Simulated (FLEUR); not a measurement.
# GdBRh3: which magnetic order is lowest

Aim: find out whether GdBRh3 carries moments, and which collinear order costs least.

Program: FLEUR MaX-R8.1. Level of theory: LDA (VWN) with U = 3.6 eV on Gd f; all-electron FLAPW, Dirac cores, scalar-relativistic bands. Results are calculated unless marked as measured.

### Step 1. Set-up

Symmetry: Pm-3m, No. 221, cubic system. Conventional cell: a = 4.183 Å, b = 4.183 Å, c = 4.183 Å, α = 90.00°, β = 90.00°, γ = 90.00°. Nearest to Gd lie 12 Rh at 2.96 Å and 8 B at 3.62 Å. Nearest to B lie 6 Rh at 2.09 Å and 8 Gd at 3.62 Å. Nearest to Rh lie 2 B at 2.09 Å and 8 Rh at 2.96 Å and 4 Gd at 2.96 Å. Farther neighbours are not listed.

Structure file:

```xyz
5
Lattice="4.1830 0.0000 0.0000 0.0000 4.1830 0.0000 0.0000 0.0000 4.1830" Properties=species:S:1:pos:R:3 pbc="T T T"
Gd    0.0000    0.0000    0.0000
B     2.0915    2.0915    2.0915
Rh    0.0000    2.0915    2.0915
Rh    2.0915    0.0000    2.0915
Rh    2.0915    2.0915    0.0000
```

### Step 2. Order 1, typed as ferro +

The parallel start comes first: it shows whether parallel moments hold. A Hubbard U acts on the open shell, since semilocal functionals spread its electrons too much.

The file n_mmp_mat seeds the f occupations with whole cubic orbitals by Hund's first rule, so that the U acts from the first pass. inpgen writes inp.xml from crystal.txt; cutoffs, mixing, functional, smearing and local orbitals are then set in the file. The k list default-1 (kpts.xml, not shown) is a Γ-centred 8×8×8 mesh; where the ranks do not divide the number of points, some are split in two of half the weight.

The input, inp.xml:

```
<?xml version="1.0" encoding="UTF-8" standalone="no"?>
<fleurInput fleurInputVersion="0.39">
   <comment>
      GdBRh3
   </comment>
   <calculationSetup>
      <cutoffs Kmax="4.32" Gmax="13.0" GmaxXC="13.0" numbands="0"/>
      <scfLoop itmax="130" minDistance="0.0001" maxIterBroyd="15" imix="Anderson" alpha="0.05" precondParam="0.0" spinf="2.0" sdNocoIR="T"/>
      <coreElectrons ctail="T" frcor="F" kcrel="0" coretail_lmax="0"/>
      <xcFunctional name="vwn" relativisticCorrections="F"/>
      <magnetism jspins="2"/>
      <soc l_soc="F" theta="0.0" phi="0.0" spav="F"/>
      <expertModes spex="0" secvar="F"/>
      <geometryOptimization l_f="F" forcealpha="1.0" forcemix="BFGS" epsdisp="0.00001" epsforce="0.00001"/>
      <ldaU l_linMix="F" mixParam="0.05" spinf="1.0"/>
   </calculationSetup>
   <cell>
      <bzIntegration valenceElectrons="66.0" mode="hist" fermiSmearingEnergy="0.00293995">
         <kPointListSelection listName="default-1"/>
         <xi:include xmlns:xi="http://www.w3.org/2001/XInclude" href="kpts.xml"> </xi:include>
      </bzIntegration>
      <xi:include xmlns:xi="http://www.w3.org/2001/XInclude" href="sym.xml"> </xi:include>
      <bulkLattice scale="1.0">
         <bravaisMatrix>
            <row-1>    7.9047243792017996     0.0000000000000000     0.0000000000000000</row-1>
            <row-2>    0.0000000000000000     7.9047243792017996     0.0000000000000000</row-2>
            <row-3>    0.0000000000000000     0.0000000000000000     7.9047243792017996</row-3>
         </bravaisMatrix>
      </bulkLattice>
   </cell>
   <atomSpecies>
      <species name="Gadolinium7.001" element="Gd" atomicNumber="64">
         <mtSphere radius="2.8" gridPoints="925" logIncrement="0.014"/>
         <atomicCutoffs lmax="10" lnonsphr="8"/>
         <electronConfig flipSpins="F">
            <coreConfig>(1s1/2) (2s1/2) (2p1/2) (2p3/2) (3s1/2) (3p1/2) (3p3/2) (4s1/2) (3d3/2) (3d5/2) (4p1/2) (4p3/2) (4d3/2) (4d5/2)</coreConfig>
            <valenceConfig>(5s1/2) (5p1/2) (5p3/2) (6s1/2) (4f5/2) (4f7/2) (5d3/2) (5d5/2)</valenceConfig>
            <stateOccupation state="(4f5/2)" spinUp="2.5005" spinDown="0.4995"/>
            <stateOccupation state="(4f7/2)" spinUp="4.0" spinDown="0.0"/>
            <stateOccupation state="(5d3/2)" spinUp="0.4" spinDown="0.0"/>
            <stateOccupation state="(5d5/2)" spinUp="0.6" spinDown="0.0"/>
         </electronConfig>
         <energyParameters s="6" p="6" d="5" f="4"/>
         <ldaU l="3" U="3.6" J="0.0" l_amf="F"/>
         <lo type="SCLO" l="0" n="5" eDeriv="0"/>
         <lo type="SCLO" l="1" n="5" eDeriv="0"/>
      </species>
      <species name="Boron (B)" element="B" atomicNumber="5">
         <mtSphere radius="1.39" gridPoints="461" logIncrement="0.022"/>
         <atomicCutoffs lmax="6" lnonsphr="4"/>
         <electronConfig flipSpins="F">
            <coreConfig>(1s1/2)</coreConfig>
            <valenceConfig>(2s1/2) (2p1/2) (2p3/2)</valenceConfig>
            <stateOccupation state="(2p1/2)" spinUp="0.166667" spinDown="0.166667"/>
            <stateOccupation state="(2p3/2)" spinUp="0.333333" spinDown="0.333333"/>
         </electronConfig>
         <energyParameters s="2" p="2" d="3" f="4"/>
      </species>
      <species name="Rhodium (Rh)" element="Rh" atomicNumber="45">
         <mtSphere radius="2.46" gridPoints="813" logIncrement="0.016"/>
         <atomicCutoffs lmax="10" lnonsphr="8"/>
         <electronConfig flipSpins="F">
            <coreConfig>(1s1/2) (2s1/2) (2p1/2) (2p3/2) (3s1/2) (3p1/2) (3p3/2) (4s1/2) (3d3/2) (3d5/2)</coreConfig>
            <valenceConfig>(4p1/2) (4p3/2) (5s1/2) (4d3/2) (4d5/2)</valenceConfig>
            <stateOccupation state="(5s1/2)" spinUp="0.500000" spinDown="0.500000"/>
            <stateOccupation state="(4d3/2)" spinUp="1.600000" spinDown="1.600000"/>
            <stateOccupation state="(4d5/2)" spinUp="2.400000" spinDown="2.400000"/>
         </electronConfig>
         <energyParameters s="5" p="5" d="4" f="4"/>
         <lo type="SCLO" l="1" n="4" eDeriv="0"/>
      </species>
   </atomSpecies>
   <atomGroups>
      <atomGroup species="Gadolinium7.001">
         <relPos label="                   1">.0000000000 .0000000000 .0000000000</relPos>
         <force calculate="T" relaxXYZ="TTT"/>
      </atomGroup>
      <atomGroup species="Boron (B)">
         <relPos label="                   2">1.000/2.000 1.000/2.000 1.000/2.000</relPos>
         <force calculate="T" relaxXYZ="TTT"/>
      </atomGroup>
      <atomGroup species="Rhodium (Rh)">
         <relPos label="                   3">.0000000000 1.000/2.000 1.000/2.000</relPos>
         <relPos label="                   4">1.000/2.000 .0000000000 1.000/2.000</relPos>
         <relPos label="                   5">1.000/2.000 1.000/2.000 .0000000000</relPos>
         <force calculate="T" relaxXYZ="TTT"/>
      </atomGroup>
   </atomGroups>
   <output dos="F" band="F" slice="F">
      <bandDOS minEnergy="-.5*Htr" maxEnergy="0.5*Htr" sigma="0.015" storeEVData="T"/>
      <plotting iplot="0" polar="F">
         <plot TwoD="T" vec1="  1.0  0.0  0.0" vec2="  0.0  1.0  0.0" vec3="  0.0  0.0  1.0" zero="  0.0  0.0  0.0" file="plot"/>
      </plotting>
      <moessbauerParams electricFieldGradient="F" isomerShift="F" coreHyperfine="F" valenceHyperfine="F"/>
   </output>
</fleurInput>
```

The input, crystal.txt:

```
GdBRh3
&input film=F cartesian=F /
4.18300000000  0.00000000000  0.00000000000
0.00000000000  4.18300000000  0.00000000000
0.00000000000  0.00000000000  4.18300000000
1.8897261246
1.0 1.0 1.0

5
64 0.00000000000  0.00000000000  0.00000000000 : 7.001
5 0.50000000000  0.50000000000  0.50000000000
45 0.00000000000  0.50000000000  0.50000000000
45 0.50000000000  0.00000000000  0.50000000000
45 0.50000000000  0.50000000000  0.00000000000

&kpt div1=8 div2=8 div3=8 gamma=T /
```

On the command line:

```bash
> OMP_NUM_THREADS=1 inpgen -f crystal.txt > inpgen.log  # inp.xml is then edited as shown
> OMP_NUM_THREADS=1 mpirun -n 4 fleur_MPI > fleur.log
```

What it wrote:

```text
Welcome to FLEUR        (www.flapw.de)
      MaX-Release 8.1          (www.max-centre.eu)

 ========== k-point set info ==========
 Selected k-point list: default-1
 k-point list type: mesh
 0 x 0 x 0
 Number of k points: 36

 ------------Calculation Setup---------------------------
 Number of MPI-tasks      :            4
 Number of PE/node        :            4
 Number of OMP-threads    :            1
 k-points in parallel     :            4
 pe's per k-point         :            1
 No of k-point loops      :            9
 Eigenvalue solver        :       lapack
 Number of basis functions:          721
 Approximate size of matrices (H+S) per k-point:         0.008 GB
 --------------------------------------------------------
Nuclear radius smaller than smallest radial mesh point for atom type 2 -- skipping its core isomer shift
 Iteration:     1   Distance:      20.47443104 me/bohr^3
Nuclear radius smaller than smallest radial mesh point for atom type 2 -- skipping its core isomer shift
 Iteration:     2   Distance:      16.84136553 me/bohr^3
Nuclear radius smaller than smallest radial mesh point for atom type 2 -- skipping its core isomer shift
 Iteration:     3   Distance:      12.60227218 me/bohr^3
Nuclear radius smaller than smallest radial mesh point for atom type 2 -- skipping its core isomer shift
 Iteration:     4   Distance:       6.86818484 me/bohr^3
Nuclear radius smaller than smallest radial mesh point for atom type 2 -- skipping its core isomer shift
 Iteration:     5   Distance:       4.28747369 me/bohr^3
Nuclear radius smaller than smallest radial mesh point for atom type 2 -- skipping its core isomer shift
 Iteration:     6   Distance:       1.37214376 me/bohr^3
Nuclear radius smaller than smallest radial mesh point for atom type 2 -- skipping its core isomer shift
 Iteration:     7   Distance:       1.03032054 me/bohr^3
Nuclear radius smaller than smallest radial mesh point for atom type 2 -- skipping its core isomer shift
 Iteration:     8   Distance:       0.53659905 me/bohr^3
Nuclear radius smaller than smallest radial mesh point for atom type 2 -- skipping its core isomer shift
 Iteration:     9   Distance:       0.38302547 me/bohr^3
Nuclear radius smaller than smallest radial mesh point for atom type 2 -- skipping its core isomer shift
 Iteration:    10   Distance:       0.07235281 me/bohr^3
Nuclear radius smaller than smallest radial mesh point for atom type 2 -- skipping its core isomer shift
 Iteration:    11   Distance:       0.06266858 me/bohr^3
Nuclear radius smaller than smallest radial mesh point for atom type 2 -- skipping its core isomer shift
 Iteration:    12   Distance:       0.02818591 me/bohr^3
Nuclear radius smaller than smallest radial mesh point for atom type 2 -- skipping its core isomer shift
 Iteration:    13   Distance:       0.02077177 me/bohr^3
Nuclear radius smaller than smallest radial mesh point for atom type 2 -- skipping its core isomer shift
 Iteration:    14   Distance:       0.01135506 me/bohr^3
Nuclear radius smaller than smallest radial mesh point for atom type 2 -- skipping its core isomer shift
 Iteration:    15   Distance:       0.00315313 me/bohr^3
Nuclear radius smaller than smallest radial mesh point for atom type 2 -- skipping its core isomer shift
 Iteration:    16   Distance:       0.00288677 me/bohr^3
Nuclear radius smaller than smallest radial mesh point for atom type 2 -- skipping its core isomer shift
 Iteration:    17   Distance:       0.00244641 me/bohr^3
Nuclear radius smaller than smallest radial mesh point for atom type 2 -- skipping its core isomer shift
 Iteration:    18   Distance:       0.00174094 me/bohr^3
Nuclear radius smaller than smallest radial mesh point for atom type 2 -- skipping its core isomer shift
 Iteration:    19   Distance:       0.00087787 me/bohr^3
Nuclear radius smaller than smallest radial mesh point for atom type 2 -- skipping its core isomer shift
 Iteration:    20   Distance:       0.00073031 me/bohr^3
Nuclear radius smaller than smallest radial mesh point for atom type 2 -- skipping its core isomer shift
 Iteration:    21   Distance:       0.00024175 me/bohr^3
Nuclear radius smaller than smallest radial mesh point for atom type 2 -- skipping its core isomer shift
 Iteration:    22   Distance:       0.00012843 me/bohr^3
Nuclear radius smaller than smallest radial mesh point for atom type 2 -- skipping its core isomer shift
 Iteration:    23   Distance:       0.00007769 me/bohr^3

 ********************************************************************
 Run finished successfully
 Stop message:
   all done
 ********************************************************************

--- out.xml (last complete iteration) ---
<iteration numberForCurrentRun="   23" overallNumber="   23">
         [... left out ...]
         <bandgap value="0.0013926250" units="eV"/>
         <sumValenceSingleParticleEnergies value="-13.5285994483" units="Htr"/>
         <FermiEnergy value="0.4464863203" units="Htr"/>
         <valenceDensity>
            <mtCharges spin="1">
               <mtCharge atomType="1" total="11.6539652" s="1.1216134" p="3.0164558" d="0.5129910" f="6.9907600"/>
               <mtCharge atomType="2" total="0.5437432" s="0.2032720" p="0.3280362" d="0.0110395" f="0.0012152"/>
               <mtCharge atomType="3" total="6.9007369" s="0.1820966" p="3.1609279" d="3.5332883" f="0.0189883"/>
            </mtCharges>
            <mtCharges spin="2">
               <mtCharge atomType="1" total="4.6120691" s="1.1095934" p="2.9860070" d="0.4176018" f="0.0868128"/>
               <mtCharge atomType="2" total="0.5444791" s="0.2036200" p="0.3284199" d="0.0110268" f="0.0012282"/>
               <mtCharge atomType="3" total="6.9518658" s="0.1819501" p="3.1565823" d="3.5895240" f="0.0185842"/>
            </mtCharges>
            <spinDependentCharge spin="1" total="36.4832144" interstitial="3.5832954" mtSpheres="32.8999190"/>
            <spinDependentCharge spin="2" total="29.5167856" interstitial="3.5046400" mtSpheres="26.0121456"/>
            <totalCharge value="66.0000000000"/>
         </valenceDensity>
         [... left out ...]
         <allElectronCharges>
            <spinDependentCharge spin="1" total="105.4832144" interstitial="3.5871535" mtSpheres="101.8960609"/>
            <spinDependentCharge spin="2" total="98.5167855" interstitial="3.5084936" mtSpheres="95.0082919"/>
            <totalCharge value="203.9999999364"/>
         </allElectronCharges>
         <magneticMomentsInMTSpheres units="muBohr">
            <globalMagMoment atomType="1" vec="0.00000   0.00000   7.04190"/>
            <localMagMoment atomType="1" vec="0.00000   0.00000   7.04190"/>
            <globalMagMoment atomType="2" vec="0.00000   0.00000  -0.00074"/>
            <localMagMoment atomType="2" vec="0.00000   0.00000  -0.00074"/>
            <globalMagMoment atomType="3" vec="0.00000   0.00000  -0.05113"/>
            <localMagMoment atomType="3" vec="0.00000   0.00000  -0.05113"/>
         </magneticMomentsInMTSpheres>
         <moessbauerParams unitsHFF="kG" unitsIS="e/bohr^3" unitsEFG="Htr/bohr^2">
         </moessbauerParams>
         <totalEnergy value="   -25639.9589102780" units="Htr">
            <sumOfEigenvalues value="   -15482.6932876129">
               <coreElectrons value="-15469.1646881646"/>
               <valenceElectrons value="-13.5285994483"/>
            </sumOfEigenvalues>
            <densityCoulombPotentialIntegral value="-41881.9818887112"/>
            <densityEffectivePotentialIntegral value="-42743.7923088292"/>
            <chargeDenXCDenIntegral value="-649.8734760863"/>
            <FockExchangeEnergyValence value="0.0000000000"/>
            <FockExchangeEnergyCore value="0.0000000000"/>
            <atomTypeDependentContributions atomType="1">
               <electronNucleiInteractionDifferentMTs value="13839.7203849199"/>
               <MadelungTerm value="-33.6144835480"/>
            </atomTypeDependentContributions>
            <atomTypeDependentContributions atomType="2">
               <electronNucleiInteractionDifferentMTs value="26.3305440509"/>
               <MadelungTerm value="-3.6515144545"/>
            </atomTypeDependentContributions>
            <atomTypeDependentContributions atomType="3">
               <electronNucleiInteractionDifferentMTs value="17346.4008949175"/>
               <MadelungTerm value="-60.9375840207"/>
            </atomTypeDependentContributions>
            <dftUCorrection value="-0.4618948592"/>
            <tkbTimesEntropy value="0.0026764861"/>
            <freeEnergy value="-25639.9615867640"/>
            <extrapolationTo0K value="-25639.9602485210"/>
         </totalEnergy>
         <ldaUDensityMatrix>
            <densityMatrixFor spin="1" atomType="1" uIndex="1" l="3" U="3.60000000" J="0.00000000">
               (+0.99869,+0.00000) (+0.00000,+0.00000) (+0.00000,+0.00000) (+0.00000,+0.00000) (+0.00022,+0.00000) (+0.00000,+0.00000) (+0.00000,+0.00000)
               (+0.00000,+0.00000) (+0.99868,+0.00000) (+0.00000,+0.00000) (+0.00000,+0.00000) (+0.00000,+0.00000) (-0.00027,+0.00000) (+0.00000,+0.00000)
               (+0.00000,+0.00000) (+0.00000,+0.00000) (+0.99858,+0.00000) (+0.00000,+0.00000) (+0.00000,+0.00000) (+0.00000,+0.00000) (+0.00022,+0.00000)
               (+0.00000,+0.00000) (+0.00000,+0.00000) (+0.00000,+0.00000) (+0.99887,+0.00000) (+0.00000,+0.00000) (+0.00000,+0.00000) (+0.00000,+0.00000)
               (+0.00022,+0.00000) (+0.00000,+0.00000) (+0.00000,+0.00000) (+0.00000,+0.00000) (+0.99858,+0.00000) (+0.00000,+0.00000) (+0.00000,+0.00000)
               (+0.00000,+0.00000) (-0.00027,+0.00000) (+0.00000,+0.00000) (+0.00000,+0.00000) (+0.00000,+0.00000) (+0.99868,+0.00000) (+0.00000,+0.00000)
               (+0.00000,+0.00000) (+0.00000,+0.00000) (+0.00022,+0.00000) (+0.00000,+0.00000) (+0.00000,+0.00000) (+0.00000,+0.00000) (+0.99869,+0.00000)
            </densityMatrixFor>
            <densityMatrixFor spin="2" atomType="1" uIndex="1" l="3" U="3.60000000" J="0.00000000">
               (+0.01253,+0.00000) (+0.00000,+0.00000) (+0.00000,+0.00000) (+0.00000,+0.00000) (-0.00234,+0.00000) (+0.00000,+0.00000) (+0.00000,+0.00000)
               (+0.00000,+0.00000) (+0.01179,+0.00000) (+0.00000,+0.00000) (+0.00000,+0.00000) (+0.00000,+0.00000) (+0.00376,+0.00000) (+0.00000,+0.00000)
               (+0.00000,+0.00000) (+0.00000,+0.00000) (+0.01373,+0.00000) (+0.00000,+0.00000) (+0.00000,+0.00000) (+0.00000,+0.00000) (-0.00234,+0.00000)
               (+0.00000,+0.00000) (+0.00000,+0.00000) (+0.00000,+0.00000) (+0.01072,+0.00000) (+0.00000,+0.00000) (+0.00000,+0.00000) (+0.00000,+0.00000)
               (-0.00234,+0.00000) (+0.00000,+0.00000) (+0.00000,+0.00000) (+0.00000,+0.00000) (+0.01373,+0.00000) (+0.00000,+0.00000) (+0.00000,+0.00000)
               (+0.00000,+0.00000) (+0.00376,+0.00000) (+0.00000,+0.00000) (+0.00000,+0.00000) (+0.00000,+0.00000) (+0.01179,+0.00000) (+0.00000,+0.00000)
               (+0.00000,+0.00000) (+0.00000,+0.00000) (-0.00234,+0.00000) (+0.00000,+0.00000) (+0.00000,+0.00000) (+0.00000,+0.00000) (+0.01253,+0.00000)
            </densityMatrixFor>
         </ldaUDensityMatrix>
         <ldaUDensityMatrixConvergence>
            <distance spin="1" distance="0.000000"/>
            <distance spin="2" distance="0.000001"/>
         </ldaUDensityMatrixConvergence>
         <densityConvergence units="me/bohr^3">
            <chargeDensity spin="1" distance="0.0000407733"/>
            <chargeDensity spin="2" distance="0.0000507705"/>
            <overallChargeDensity distance="0.0000776899"/>
            <spinDensity distance="0.0000494419"/>
         </densityConvergence>
      </iteration>
```

The job ended after 50 s (4 MPI ranks of AMD EPYC 9R45, shared host; peak memory 0.38 GiB; 3.3 min of CPU time).

Spin moment in the muffin-tin sphere by atom:

| atom | spin moment in the muffin-tin sphere (μB) |
| --- | --- |
| Gd1 | 7.04 |
| B2 | 0.00 |
| Rh3 | -0.05 |
| Rh4 | -0.05 |
| Rh5 | -0.05 |

Read from the output:

* free energy: -697698.8981 eV
* program's band gap on this mesh (in a metal only a level spacing): 0.001393 eV
* magnetization: 6.966 μB
* final state: ferromagnetic, with opposed induced moments

After 23 cycles the largest moment stands at 7.04 μB.

(Continued in part 2 of 2.)

[Logs and program files are shortened in this print: banners, set-up blocks, solver, clock and traceback lines can be left out without a mark of their own.]

[Logs are printed without paths, hosts, clocks, repeated set-up lines and the standing remarks that a program may print on its own settings, such as how far it seeks lower states.]

[Hosts, paths, dates, database ids (printed as entryN), source tags and the programs' standing remarks are cut or masked in the printed files.]

[Where a cell is said to come from a database of computed structures, the database is the Materials Project.]
